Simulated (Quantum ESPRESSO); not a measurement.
# SrO (Fm-3m): a mode Grüneisen parameter, worked out

Wanted: a fit of frequency against volume for SrO (Fm-3m), tested on a run that is left out of it.

Main program and level: Quantum ESPRESSO 7.5; DFT LDA, scalar-relativistic, plane waves, JTH PAW pseudopotentials.

The database entry behind the starting cell differs from later determinations by our own check (about 0.5 % short), so it need not match the best structure at ambient conditions.

### Step 1. Set-up

It takes space group Fm-3m (No. 225, cubic). Conventional cell: a = 5.061 Å, b = 5.061 Å, c = 5.061 Å, α = 90.00°, β = 90.00°, γ = 90.00°. Nearest to Sr lie 6 O at 2.53 Å. Nearest to O lie 6 Sr at 2.53 Å. Farther neighbours and most contacts between anions are not listed.

As a file:

```
CELL_PARAMETERS angstrom
-2.53061 0.00000 2.53061
0.00000 2.53061 2.53061
-2.53061 2.53061 0.00000
ATOMIC_POSITIONS crystal
Sr 0.50000 0.50000 0.50000
O 0.00000 0.00000 0.00000
```

This is the cell after its relaxation at this level of theory, not the database cell from which that began.

### Step 2. Runs at several volumes

The relaxed cell is scaled uniformly; in this structure symmetry fixes all atoms, so nothing has to be relaxed anew. Each volume gets a ground state and a response at Γ. The mode followed is the highest one without the macroscopic field, of symmetry T1u; longitudinal polar modes lie higher. Cutoff 60 Ry, k mesh 8×8×8.

From the response at V/V₀ = 0.94:

Output:

```text
[banners, grids, parts of the stress and lines that vanish by symmetry left out]
Program PHONON v.7.5
     Reading xml data from directory:

[...]
Exchange-correlation= PW
                           (   1   4   0   0   0   0   0)
[...]
kinetic-energy cut-off    =      60.0000  Ry
     charge density cut-off    =     480.0000  Ry
     convergence threshold     =      1.0E-18
[...]
Exchange-correlation= PW
                           (   1   4   0   0   0   0   0)
[...]
q = (   0.0000000   0.0000000   0.0000000 )
     49 Sym.Ops. (with q -> -q+G )
     G cutoff =  533.6340  (  36613 G-vectors)     FFT grid: ( 48, 48, 48)
     G cutoff =  266.8170  (  12939 G-vectors)  smooth grid: ( 36, 36, 36)
     number of k points=    29
[...]
Mode symmetry, O_h (m-3m)  point group:
[...]
Dielectric constant
[...]
End of electric fields calculation
          Dielectric constant in cartesian axis
          (       3.920512526      -0.000000000      -0.000000000 )
          (      -0.000000000       3.920512526      -0.000000000 )
          (      -0.000000000      -0.000000000       3.920512526 )
          Effective charges (d Force / dE) in cartesian axis without acoustic sum rule applied (asr)
           atom    1  Sr    Mean Z*:        2.51925
      Ex  (        2.51925       -0.00000        0.00000 )
      Ey  (        0.00000        2.51925        0.00000 )
      Ez  (       -0.00000        0.00000        2.51925 )
           atom    2  O     Mean Z*:       -2.51484
      Ex  (       -2.51484       -0.00000       -0.00000 )
      Ey  (       -0.00000       -2.51484        0.00000 )
      Ez  (       -0.00000        0.00000       -2.51484 )
          Effective charges Sum: Mean:        0.00441
[...]
Effective charges (d Force / dE) in cartesian axis with asr applied:
           atom    1  Sr    Mean Z*:        2.51705
[...]
atom    2  O     Mean Z*:       -2.51705
[...]
Representation #   1 modes #   1   2   3
[...]
End of self-consistent calculation
     Convergence has been achieved
     Representation #   2 modes #   4   5   6
[...]
End of self-consistent calculation
     Convergence has been achieved
[...]
Dielectric constant in cartesian axis
          (       3.920512526      -0.000000000      -0.000000000 )
          (      -0.000000000       3.920512526      -0.000000000 )
          (      -0.000000000      -0.000000000       3.920512526 )
          Effective charges (d Force / dE) in cartesian axis without acoustic sum rule applied (asr)
           atom    1  Sr    Mean Z*:        2.51925
      Ex  (        2.51925       -0.00000        0.00000 )
      Ey  (        0.00000        2.51925        0.00000 )
      Ez  (       -0.00000        0.00000        2.51925 )
           atom    2  O     Mean Z*:       -2.51484
      Ex  (       -2.51484       -0.00000       -0.00000 )
      Ey  (       -0.00000       -2.51484        0.00000 )
      Ez  (       -0.00000        0.00000       -2.51484 )
          Effective charges Sum: Mean:        0.00441
[...]
Effective charges (d Force / dE) in cartesian axis with asr applied:
           atom    1  Sr    Mean Z*:        2.51705
[...]
atom    2  O     Mean Z*:       -2.51705
[...]
q = (    0.000000000   0.000000000   0.000000000 )
[...]
freq (    1) =       0.043635 [THz] =       1.455520 [cm-1]
     freq (    2) =       0.043635 [THz] =       1.455520 [cm-1]
     freq (    3) =       0.043635 [THz] =       1.455520 [cm-1]
     freq (    4) =       7.554732 [THz] =     251.998744 [cm-1]
     freq (    5) =       7.554732 [THz] =     251.998744 [cm-1]
     freq (    6) =       7.554732 [THz] =     251.998744 [cm-1]
[...]
Mode symmetry, O_h (m-3m)  point group:
     freq (   1-   3) =          1.5  [cm-1]   --> T_1u G_15  G_4- I
     freq (   4-   6) =        252.0  [cm-1]   --> T_1u G_15  G_4- I

   JOB DONE.
```

One volume, V/V₀ = 0.97, is held back as a test.

```tsv
V/V₀	volume (Å³/atom)	pressure (GPa)	ω (cm⁻¹)
0.94	15.234	7.19	252.00
0.97	15.720	3.17	held back
1	16.206	-0.24	215.55
1.03	16.692	-3.12	197.57
1.06	17.178	-5.56	179.63
```

### Step 3. The fit

The mode Grüneisen parameter is γ = −d ln ω / d ln V.

```tsv
ln(V/V₀)	ln ω
-0.0619	5.5294
0.0000	5.3732
0.0296	5.2861
0.0583	5.1909
```

A straight line through these points has the slope -2.791, so γ = 2.79; at V/V₀ = 0.97 it predicts ω = exp(5.3630 + 0.0850) = 232.30 cm⁻¹.

A parabola of pressure against ln V through V/V₀ = 0.97, 1 and 1.03 gives the bulk modulus B = −dP/d ln V = 105 GPa at V₀. With ω₀ from the fitted line the pressure coefficient follows as dω/dP = γ ω₀ / B = 2.79 × 213.4 / 105 = 5.70 cm⁻¹/GPa.

### Step 4. The run that was held back

Output:

```text
[banners, grids, parts of the stress and lines that vanish by symmetry left out]
[banner, memory and clock lines left out]
Program PHONON v.7.5

[...]
Exchange-correlation= PW
                           (   1   4   0   0   0   0   0)
[...]
kinetic-energy cut-off    =      60.0000  Ry
     charge density cut-off    =     480.0000  Ry
     convergence threshold     =      1.0E-18
[...]
Exchange-correlation= PW
                           (   1   4   0   0   0   0   0)
[...]
q = (   0.0000000   0.0000000   0.0000000 )
     49 Sym.Ops. (with q -> -q+G )
     G cutoff =  544.9284  (  37509 G-vectors)     FFT grid: ( 48, 48, 48)
     G cutoff =  272.4642  (  13371 G-vectors)  smooth grid: ( 36, 36, 36)
     number of k points=    29
[...]
Mode symmetry, O_h (m-3m)  point group:
[...]
Dielectric constant
[...]
End of electric fields calculation
          Dielectric constant in cartesian axis
          (       3.893806533      -0.000000000       0.000000000 )
          (      -0.000000000       3.893806533      -0.000000000 )
          (       0.000000000      -0.000000000       3.893806533 )
          Effective charges (d Force / dE) in cartesian axis without acoustic sum rule applied (asr)
           atom    1  Sr    Mean Z*:        2.49497
      Ex  (        2.49497        0.00000        0.00000 )
      Ey  (       -0.00000        2.49497       -0.00000 )
      Ez  (        0.00000       -0.00000        2.49497 )
           atom    2  O     Mean Z*:       -2.49052
      Ex  (       -2.49052        0.00000        0.00000 )
[...]
Representation #   1 modes #   1   2   3
[...]
End of self-consistent calculation
     Convergence has been achieved
     Representation #   2 modes #   4   5   6
[...]
End of self-consistent calculation
     Convergence has been achieved
[...]
Dielectric constant in cartesian axis
          (       3.893806533      -0.000000000       0.000000000 )
          (      -0.000000000       3.893806533      -0.000000000 )
          (       0.000000000      -0.000000000       3.893806533 )
          Effective charges (d Force / dE) in cartesian axis without acoustic sum rule applied (asr)
           atom    1  Sr    Mean Z*:        2.49497
      Ex  (        2.49497        0.00000        0.00000 )
      Ey  (       -0.00000        2.49497       -0.00000 )
      Ez  (        0.00000       -0.00000        2.49497 )
           atom    2  O     Mean Z*:       -2.49052
      Ex  (       -2.49052        0.00000        0.00000 )
      Ey  (        0.00000       -2.49052       -0.00000 )
      Ez  (        0.00000       -0.00000       -2.49052 )
          Effective charges Sum: Mean:        0.00445
[...]
Effective charges (d Force / dE) in cartesian axis with asr applied:
           atom    1  Sr    Mean Z*:        2.49274
[...]
atom    2  O     Mean Z*:       -2.49274
[...]
q = (    0.000000000   0.000000000   0.000000000 )
[...]
freq (    1) =      -0.018106 [THz] =      -0.603945 [cm-1]
     freq (    2) =      -0.018106 [THz] =      -0.603945 [cm-1]
     freq (    3) =      -0.018106 [THz] =      -0.603945 [cm-1]
     freq (    4) =       7.003881 [THz] =     233.624308 [cm-1]
     freq (    5) =       7.003881 [THz] =     233.624308 [cm-1]
     freq (    6) =       7.003881 [THz] =     233.624308 [cm-1]
[...]
Mode symmetry, O_h (m-3m)  point group:
     freq (   1-   3) =         -0.6  [cm-1]   --> T_1u G_15  G_4- I
     freq (   4-   6) =        233.6  [cm-1]   --> T_1u G_15  G_4- I
```

It gives 233.62 cm⁻¹ against the predicted 232.30 cm⁻¹, a miss of 1 cm⁻¹.

### Step 5. What came out

```
mode Grüneisen parameter : 2.791
bulk modulus             : 105 GPa
pressure coefficient     : 5.70 cm⁻¹/GPa
```

**Reading.** The highest optical mode of SrO (Fm-3m) without the LO-TO term stiffens by 5.70 cm⁻¹ a GPa near the relaxed volume, with γ = 2.79. The power law meets all 5 runs within 1.02 %; between neighbouring volumes γ runs from 2.41 to 3.32. Such a coefficient turns a measured shift of this mode into a hydrostatic stress; uniaxial or biaxial stress splits the mode and needs deformation potentials. These are harmonic values at zero temperature for the structure held cubic, which a run at Γ can't show to be stable; the bulk modulus rests on three points.

[Host names and launcher messages were left out of these logs when they were recorded.]

[Logs are printed without paths, hosts, clocks, repeated set-up lines and the standing remarks that a program may print on its own settings, such as how far it seeks lower states.]

[Hosts, paths, dates, database ids (printed as entryN), source tags and the programs' standing remarks are cut or masked in the printed files.]
